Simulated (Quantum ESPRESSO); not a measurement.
**How uniaxial strain moves the moments of NiI2**

How does uniaxial strain change the magnetic state of NiI2?

Program: Quantum ESPRESSO 7.5. Level of theory: LDA with U = 6 eV on Ni d (ortho-atomic projectors); plane waves with GBRV 1.5 LDA potentials, no spin-orbit coupling. Results are calculated unless marked as measured.

The database entry behind the starting cell differs from later determinations by our own check (c about 0.7 % short), so it need not match the best structure at ambient conditions.

## (1) The structure

Symmetry: R-3m, No. 166, trigonal system. Conventional cell: a = 3.903 Å, b = 3.903 Å, c = 19.670 Å, α = 90.00°, β = 90.00°, γ = 120.00°. Nearest to Ni lie 6 I at 2.79 Å. Nearest to I lie 3 Ni at 2.79 Å. Farther neighbours and most contacts between anions are not listed.

The cell comes from the Crystallography Open Database.

## (2) Factor along z 0.94, ferro +

Lengths along Cartesian z scale by the factor. Atoms keep their fractional places. Seeded atoms are those given a starting moment.

Contents of pw.in:

```
&CONTROL
  calculation = 'scf'
  prefix = 'pwscf'
  outdir = './tmp'
  pseudo_dir = './pseudo'
  disk_io = 'nowf'
  tprnfor = .true.
  tstress = .true.
/
&SYSTEM
  ibrav = 0
  celldm(1) = 8
  nat = 3
  ntyp = 2
  ecutwfc = 40
  ecutrho = 280
  nbnd = 25
  occupations = 'smearing'
  smearing = 'fd'
  degauss = 0.00999582
  nspin = 2
  starting_magnetization(1) = 0.1111
  starting_magnetization(2) = 0
/
&ELECTRONS
  conv_thr = 6d-09
  electron_maxstep = 150
  mixing_beta = 0.3
/
ATOMIC_SPECIES
Ni     58.6934 ni_lda_v1.4.uspp.F.UPF
I     126.9045 i_lda_v1.uspp.F.UPF
CELL_PARAMETERS alat
   0.4609750665259    0.2661440787429    1.4558607541373
  -0.4609750665259    0.2661440787429    1.4558607541373
   0.0000000000000   -0.5322881574857    1.4558607541373
ATOMIC_POSITIONS crystal
Ni      0.0000000000    0.0000000000    0.0000000000
I       0.2500000000    0.2500000000    0.2500000000
I       0.7500000000    0.7500000000    0.7500000000
K_POINTS automatic
6 6 6 0 0 0
HUBBARD {ortho-atomic}
U Ni-3d 6.0000
```

On the command line:

```console
OMP_NUM_THREADS=1 mpirun -n 4 pw.x -nk 4 -in pw.in > pw.out
```

The log of the run:

```text
Program PWSCF v.7.5 starts

     Message from routine setup:
     using ibrav=0 with symmetry is DISCOURAGED, use correct ibrav instead

     K-points division:     npool     =       4
     Subspace diagonalization in iterative solution of the eigenvalue problem:

     bravais-lattice index     =            0
     lattice parameter (alat)  =       8.0000  a.u.
     unit-cell volume          =     548.7004 (a.u.)^3
     number of atoms/cell      =            3
     number of atomic types    =            2
     number of electrons       =        32.00
     number of Kohn-Sham states=           25
     kinetic-energy cutoff     =      40.0000  Ry
     charge density cutoff     =     280.0000  Ry
     scf convergence threshold =      6.0E-09
     mixing beta               =       0.3000
     number of iterations used =            8  plain     mixing
     Exchange-correlation= SLA  PZ   NOGX NOGC
                           (   1   1   0   0   0   0   0)
     Hubbard projectors: ortho-atomic
     Hubbard parameters of DFT+U (Dudarev formulation) in eV:
     U(Ni-3d) =  6.0000

     Internal variables: lda_plus_u =T, lda_plus_u_kind = 0

     Internal variables: orbital_resolved =F, hub_pot_fix =F, apply_U = F

     celldm(1)=   8.000000  celldm(2)=   0.000000  celldm(3)=   0.000000
     celldm(4)=   0.000000  celldm(5)=   0.000000  celldm(6)=   0.000000

     crystal axes: (cart. coord. in units of alat)
               a(1) = (   0.460975   0.266144   1.455861 )
               a(2) = (  -0.460975   0.266144   1.455861 )
               a(3) = (   0.000000  -0.532288   1.455861 )

     reciprocal axes: (cart. coord. in units 2 pi/alat)
               b(1) = (  1.084657  0.626227  0.228960 )
               b(2) = ( -1.084657  0.626227  0.228960 )
               b(3) = ( -0.000000 -1.252454  0.228960 )

     PseudoPot. # 1 for Ni read from file:
     ni_lda_v1.4.uspp.F.UPF
     Pseudo is Ultrasoft + core correction, Zval = 18.0

     PseudoPot. # 2 for I  read from file:
     i_lda_v1.uspp.F.UPF
     Pseudo is Ultrasoft + core correction, Zval =  7.0

     atomic species   valence    mass     pseudopotential
     Ni               18.00    58.69340     Ni( 1.00)
     I                 7.00   126.90450     I ( 1.00)

     Starting magnetic structure
     atomic species   magnetization
     Ni              0.111
     I               0.000

     12 Sym. Ops., with inversion, found

   Cartesian axes

     site n.     atom                  positions (alat units)
         1        Ni     tau(   1) = (   0.0000000   0.0000000   0.0000000  )
         2        I      tau(   2) = (   0.0000000   0.0000000   1.0918956  )
         3        I      tau(   3) = (   0.0000000   0.0000000   3.2756867  )

     number of k points=    32  Fermi-Dirac smearing, width (Ry)=  0.0100
                       cart. coord. in units 2pi/alat
        k(    1) = (   0.0000000   0.0000000   0.0000000), wk =   0.0046296
        k(    2) = (  -0.0000000  -0.2087424   0.0381599), wk =   0.0277778
        k(    3) = (  -0.0000000  -0.4174848   0.0763199), wk =   0.0277778
        k(    4) = (   0.0000000   0.6262272  -0.1144798), wk =   0.0138889
        k(    5) = (  -0.1807762  -0.1043712   0.0763199), wk =   0.0277778
        [... 27 further k-points ...]

     Dense  grid:    43413 G-vectors     FFT dimensions: (  72,  72,  72)

     Smooth grid:    18707 G-vectors     FFT dimensions: (  50,  50,  50)

     Check: negative core charge=   -0.000003
     Generating pointlists ...
     new r_m :   0.2660 (alat units)  2.1279 (a.u.) for type    1
     new r_m :   0.2660 (alat units)  2.1279 (a.u.) for type    2

     Initial potential from superposition of free atoms

     starting charge      29.9998, renormalised to      32.0000

     STARTING HUBBARD OCCUPATIONS:

     =================== HUBBARD OCCUPATIONS ===================
     ------------------------ ATOM    1 ------------------------
     Tr[ns(  1)] (up, down, total) =   5.00000  3.00000  8.00000
     Atomic magnetic moment for atom   1 =   2.00000
     [... lines left out ...]
     Number of occupied Hubbard levels =    8.0000

     Atomic wfc used for Hubbard projectors are orthogonalized

     Starting wfcs are   21 randomized atomic wfcs +    4 random wfcs

     Self-consistent Calculation

     iteration #  1     ecut=    40.00 Ry     beta= 0.30
     Davidson diagonalization with overlap
     ethr =  1.00E-02,  avg # of iterations =  6.3

     =================== HUBBARD OCCUPATIONS ===================
     ------------------------ ATOM    1 ------------------------
     Tr[ns(  1)] (up, down, total) =   3.22343  0.53981  3.76324
     Atomic magnetic moment for atom   1 =   2.68362
     [... lines left out ...]
     Number of occupied Hubbard levels =    3.7632

     total energy              =    -463.26619449 Ry
     estimated scf accuracy    <      26.17289739 Ry

     total magnetization       =     2.91 Bohr mag/cell
     absolute magnetization    =     3.03 Bohr mag/cell

     iteration #  2     ecut=    40.00 Ry     beta= 0.30
     Davidson diagonalization with overlap
     ethr =  1.00E-02,  avg # of iterations =  3.0

     total energy              =    -471.32339412 Ry
     estimated scf accuracy    <      18.69553221 Ry

     total magnetization       =     0.13 Bohr mag/cell
     absolute magnetization    =     0.15 Bohr mag/cell

     [... further iterations left out ...]

     iteration # 16     ecut=    40.00 Ry     beta= 0.30
     Davidson diagonalization with overlap
     ethr =  2.77E-10,  avg # of iterations =  2.9

     total energy              =    -472.45615304 Ry
     estimated scf accuracy    <       0.00000001 Ry

     total magnetization       =     1.98 Bohr mag/cell
     absolute magnetization    =     2.01 Bohr mag/cell

     iteration # 17     ecut=    40.00 Ry     beta= 0.30
     Davidson diagonalization with overlap
     ethr =  3.32E-11,  avg # of iterations =  2.7

     Magnetic moment per site  (integrated on atomic sphere of radius R)
     atom   1 (R=0.266)  charge= 16.8700  magn=  1.4309
     atom   2 (R=0.266)  charge=  4.1330  magn=  0.1694
     atom   3 (R=0.266)  charge=  4.1330  magn=  0.1694

     End of self-consistent calculation

     =================== HUBBARD OCCUPATIONS ===================
     ------------------------ ATOM    1 ------------------------
     Tr[ns(  1)] (up, down, total) =   4.96094  3.54210  8.50304
     Atomic magnetic moment for atom   1 =   1.41884
     [... lines left out ...]
     Number of occupied Hubbard levels =    8.5030

     [... lines left out ...]
     the Fermi energy is     7.0554 ev

!    total energy              =    -472.45615306 Ry
     estimated scf accuracy    <          4.7E-09 Ry
     smearing contrib. (-TS)   =      -0.00130377 Ry
     internal energy E=F+TS    =    -472.45484929 Ry

     The total energy is F=E-TS. E is the sum of the following terms:
     one-electron contribution =    -366.55320776 Ry
     hartree contribution      =     195.41340084 Ry
     xc contribution           =    -130.00630278 Ry
     ewald contribution        =    -171.41944764 Ry
     Hubbard energy            =       0.11070804 Ry

     total magnetization       =     1.98 Bohr mag/cell
     absolute magnetization    =     2.01 Bohr mag/cell

     convergence has been achieved in  17 iterations

     Forces acting on atoms (cartesian axes, Ry/au):

     atom    1 type  1   force =    -0.00000000    0.00000000    0.00000000
     atom    2 type  2   force =     0.00000000   -0.00000000    0.01688668
     atom    3 type  2   force =     0.00000000    0.00000000   -0.01688668

     Total force =     0.023881     Total SCF correction =     0.000033

     Computing stress (Cartesian axis) and pressure

          total   stress  (Ry/bohr**3)                   (kbar)     P=      -19.13
  -0.00015371  -0.00000000  -0.00000000          -22.61       -0.00       -0.00
  -0.00000000  -0.00015371   0.00000000           -0.00      -22.61        0.00
   0.00000000   0.00000000  -0.00008272            0.00        0.00      -12.17

=------------------------------------------------------------------------------=
   JOB DONE.
=------------------------------------------------------------------------------=
```

Wall time 56 s (4 MPI ranks of Intel Xeon Platinum 8223CL at 3.00GHz (Skylake/Cascade Lake), shared host); peak memory 0.63 GiB.

Spin moment in the atom's sphere by atom:

```tsv
atom	spin moment in the atom's sphere (μB)
Ni1	1.43
I2	0.17
I3	0.17
```

Numbers from this step:

- smearing term TS: 0.01774 eV
- pressure: -1.913 GPa
- magnetization: 1.975 μB
- absolute magnetization: 2.01 μB
- final state: ferromagnetic

## (3) Factor along z 0.94, antiferro q=(0,0,1/2) +-

The wavevector q is in fractions of the reciprocal vectors of the crystal's primitive cell, as the cells of these inputs are built from it; moments change sign between cells as cos(2π q·R).

Contents of pw.in:

```
&CONTROL
  calculation = 'scf'
  prefix = 'pwscf'
  outdir = './tmp'
  pseudo_dir = './pseudo'
  disk_io = 'nowf'
  tprnfor = .true.
  tstress = .true.
/
&SYSTEM
  ibrav = 0
  celldm(1) = 8
  nat = 6
  ntyp = 3
  ecutwfc = 40
  ecutrho = 280
  nbnd = 43
  occupations = 'smearing'
  smearing = 'fd'
  degauss = 0.00999582
  nspin = 2
  starting_magnetization(1) = 0.1111
  starting_magnetization(2) = -0.1111
  starting_magnetization(3) = 0
/
&ELECTRONS
  conv_thr = 1.2d-08
  electron_maxstep = 150
  mixing_beta = 0.3
/
ATOMIC_SPECIES
Ni1    58.6934 ni_lda_v1.4.uspp.F.UPF
Ni2    58.6934 ni_lda_v1.4.uspp.F.UPF
I     126.9045 i_lda_v1.uspp.F.UPF
CELL_PARAMETERS alat
   0.4609750665259    0.2661440787429    1.4558607541373
  -0.4609750665259    0.2661440787429    1.4558607541373
   0.0000000000000   -1.0645763149715    2.9117215082745
ATOMIC_POSITIONS crystal
Ni1     0.0000000000    0.0000000000    0.0000000000
Ni2     0.0000000000    0.0000000000    0.5000000000
I       0.2500000000    0.2500000000    0.1250000000
I       0.2500000000    0.2500000000    0.6250000000
I       0.7500000000    0.7500000000    0.3750000000
I       0.7500000000    0.7500000000    0.8750000000
K_POINTS automatic
6 6 3 0 0 0
HUBBARD {ortho-atomic}
U Ni1-3d 6.0000
U Ni2-3d 6.0000
```

The log of the run:

```text
     [... lines left out ...]
Program PWSCF v.7.5 starts
     [... lines left out ...]
     number of atoms/cell      =            6
     [... lines left out ...]
     number of electrons       =        64.00
     number of Kohn-Sham states=           43
     kinetic-energy cutoff     =      40.0000  Ry
     charge density cutoff     =     280.0000  Ry
     scf convergence threshold =      1.2E-08
     [... lines left out ...]
      4 Sym. Ops., with inversion, found
     [... lines left out ...]
     number of k points=    34  Fermi-Dirac smearing, width (Ry)=  0.0100
     [... lines left out ...]
     iteration # 21     ecut=    40.00 Ry     beta= 0.30
     [... lines left out ...]
     Magnetic moment per site  (integrated on atomic sphere of radius R)
     atom   1 (R=0.266)  charge= 16.8751  magn=  1.4152
     atom   2 (R=0.266)  charge= 16.8752  magn= -1.4152
     atom   3 (R=0.266)  charge=  4.1299  magn=  0.0533
     atom   4 (R=0.266)  charge=  4.1300  magn= -0.0533
     atom   5 (R=0.266)  charge=  4.1300  magn= -0.0533
     atom   6 (R=0.266)  charge=  4.1299  magn=  0.0533
     [... lines left out ...]
     Tr[ns(  1)] (up, down, total) =   4.95804  3.55455  8.51259
     [... lines left out ...]
     Tr[ns(  2)] (up, down, total) =   3.55452  4.95804  8.51256
     [... lines left out ...]
     the Fermi energy is     7.0622 ev
!    total energy              =    -944.91435867 Ry
     estimated scf accuracy    <          4.6E-09 Ry
     smearing contrib. (-TS)   =      -0.00171411 Ry
     [... lines left out ...]
     total magnetization       =    -0.00 Bohr mag/cell
     absolute magnetization    =     3.48 Bohr mag/cell
     convergence has been achieved in  21 iterations
     [... lines left out ...]
     Total force =     0.030821     Total SCF correction =     0.000056
     [... lines left out ...]
          total   stress  (Ry/bohr**3)                   (kbar)     P=      -21.00
     [... lines left out ...]
```

The job ended after 4.9 min (4 MPI ranks; peak memory 1.2 GiB).

Spin moment in the atom's sphere by atom:

```tsv
atom	spin moment in the atom's sphere (μB)
Ni1	1.42
Ni2	-1.42
I3	0.05
I4	-0.05
I5	-0.05
I6	0.05
```

Read from the output:

```yaml
smearing_term_ts: 0.02332 eV
pressure: -2.100 GPa
magnetization: 0 μB
absolute_magnetization: 3.48 μB
final_state: antiferromagnetic
```

(Part 1 of 2 ends here.)

[Logs and program files are shortened in this print: banners, set-up blocks, solver, clock and traceback lines can be left out without a mark of their own.]

[Logs are printed without paths, hosts, clocks, repeated set-up lines and the standing remarks that a program may print on its own settings, such as how far it seeks lower states.]

[Hosts, paths, dates, database ids (printed as entryN), source tags and the programs' standing remarks are cut or masked in the printed files.]

[Where a cell is said to come from a database of computed structures, the database is the Materials Project.]
